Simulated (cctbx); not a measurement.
# DySc2Pb2: solution and refinement

Cell a = 4.6740 Å, b = 4.6740 Å, c = 11.7720 Å, α = 90.00°, β = 90.00°, γ = 90.00°; space group I4/mmm (no. 139); content Pb4 Dy2 Sc4.

The data are simulated with cctbx, not measured: Mo Kα, λ = 0.71073 Å, to d = 0.7 Å, 70 % of the full sphere, strongest reflection 5000 counts, noise from counting, a 2 % proportional error and a noise floor of 15 counts (s.d.); no absorption.

Charge flipping in P1 on normalised amplitudes to 0.8 Å, δ = 1 σ, 30 % of the reflections treated as weak, 100 cycles:

```text
cycle      R  skewness
    0  0.518     0.19
    8  0.382     1.44
   16  0.421     1.41
   24  0.397     1.47
   32  0.394     1.73
   40  0.419     2.08
   48  0.429     3.13
   56  0.397     3.52
   64  0.420     3.44
   72  0.395     3.47
   80  0.409     3.59
   88  0.403     3.55
   96  0.407     3.38
origin shift          correlation  skewness
 0.221  0.706  0.436      0.797      1.33
 0.309  0.704  0.232      0.843      4.27
 0.465  0.859  0.048      0.794      1.62
 0.308  0.700  0.045      0.812      6.16
taken: symmetry correlation 0.812, skewness 6.16
peak      x       y       z  mult  height/sigma
Q1    0.0000  0.0000  0.1246    4     15.6
Q2    0.0000  0.0000  0.5000    2     13.0
Q3    0.0000  0.5000  0.2500    4      3.6
Q4    0.0000  0.3866  0.3125   16      2.0
Q5    0.0000  0.0000  0.3947    4      2.0
Q6    0.0000  0.3925  0.0742   16      1.8
Q7    0.1176  0.2658  0.0000   16      1.5
Q8    0.0000  0.0000  0.2374    4      1.4
```

The origin is taken among those within 0.04 of the best correlation, by the skewness of the map.

It took 0.37 s on 1 thread of Arm Neoverse V2, with other jobs on the host, peak memory 0.07 GiB.

**Question.** Which peaks are atoms, and which elements?

Heights go roughly as Z and multiplicities must add up to the content. First model: Q1 = Pb1 (4 in the cell, height 15.6), Q2 = Dy1 (2 in the cell, height 13.0) and Q3 = Sc1 (4 in the cell, height 3.6). Against the true structure, Q1 is Pb, Q2 is Dy and Q3 is Sc; the other peaks are not atoms.

Least squares on F², isotropic:

```text
Rint 0.045, 145 unique reflections to 0.70 A
cycle     R1     wR2    GooF  max shift (A)
   1  0.1172  0.2043   8.279   0.02423
   2  0.0241  0.0408   1.652   0.00000
final R1 0.0241 wR2 0.0408 GooF 1.652  parameters 4  data/parameter 36.2
atom        x        y        z      Ueq    occ   su(xyz)  su(Uiso or U11)
Pb1    0.00000  0.00000  0.12254   0.0120  1.000  0.00006  0.0002
Dy1    0.00000  0.00000  0.50000   0.0108  1.000  0.00000  0.0003
Sc1    0.00000  0.50000  0.25000   0.0282  1.000  0.00000  0.0009
difference map: max 5.50 min -3.09 rms 0.54
Q1    0.0000  0.0000  0.1603    4    5.86  0.44 A from Pb1
Q2    0.0000  0.0000  0.0859    4    5.56  0.43 A from Pb1
Q3    0.2442  0.2442  0.1398   16    2.08  1.63 A from Pb1
Q4    0.2381  0.2381  0.0685   16    1.65  1.70 A from Pb1
Q5    0.0000  0.0000  0.2365    4    1.48  1.34 A from Pb1
```

Anisotropic refinement:

```text
Rint 0.045, 145 unique reflections to 0.70 A
cycle     R1     wR2    GooF  max shift (A)
   1  0.0241  0.0408   1.670   0.00024
   2  0.0167  0.0250   1.023   0.00000
final R1 0.0167 wR2 0.0250 GooF 1.023  parameters 7  data/parameter 20.7
atom        x        y        z      Ueq    occ   su(xyz)  su(Uiso or U11)
Pb1    0.00000  0.00000  0.12256   0.0119  1.000  0.00004  0.0001
Dy1    0.00000  0.00000  0.50000   0.0107  1.000  0.00000  0.0002
Sc1    0.00000  0.50000  0.25000   0.0278  1.000  0.00000  0.0009
difference map: max 1.74 min -1.69 rms 0.40
Q1    0.2378  0.2378  0.1417   16    1.78  1.59 A from Pb1
Q2    0.2413  0.2413  0.0690   16    1.50  1.71 A from Pb1
Q3    0.2277  0.2277  0.0000    8    1.20  1.80 A from Dy1
Q4    0.1645  0.2901  0.2136   32    1.19  1.32 A from Sc1
Q5    0.0000  0.3284  0.3336   16    1.00  1.27 A from Sc1
Q6    0.1033  0.3414  0.0000   16    0.97  2.00 A from Dy1
```

**Reading.** The refinement ends at R1 = 0.0167, wR2 = 0.0250, GooF = 1.02, with difference density between -1.69 and 1.74 e/Å³. Every site matches the true model in element, within 0.001 Å r.m.s., up to an allowed shift of origin.

True model:

```
atom  mult.    x    y       z  Ueq (Å²)
 Pb1      4  1/2  1/2  0.1226    0.0120
 Dy1      2    0    0       0    0.0107
 Sc1      4  1/2    0     1/4    0.0273
```

This is a model crystal, built by substitution and not relaxed, with assumed displacement parameters.

[Middle refinement cycles are left out of these outputs.]

[Logs are printed without paths, hosts, clocks, repeated set-up lines and the standing remarks that a program may print on its own settings, such as how far it seeks lower states.]
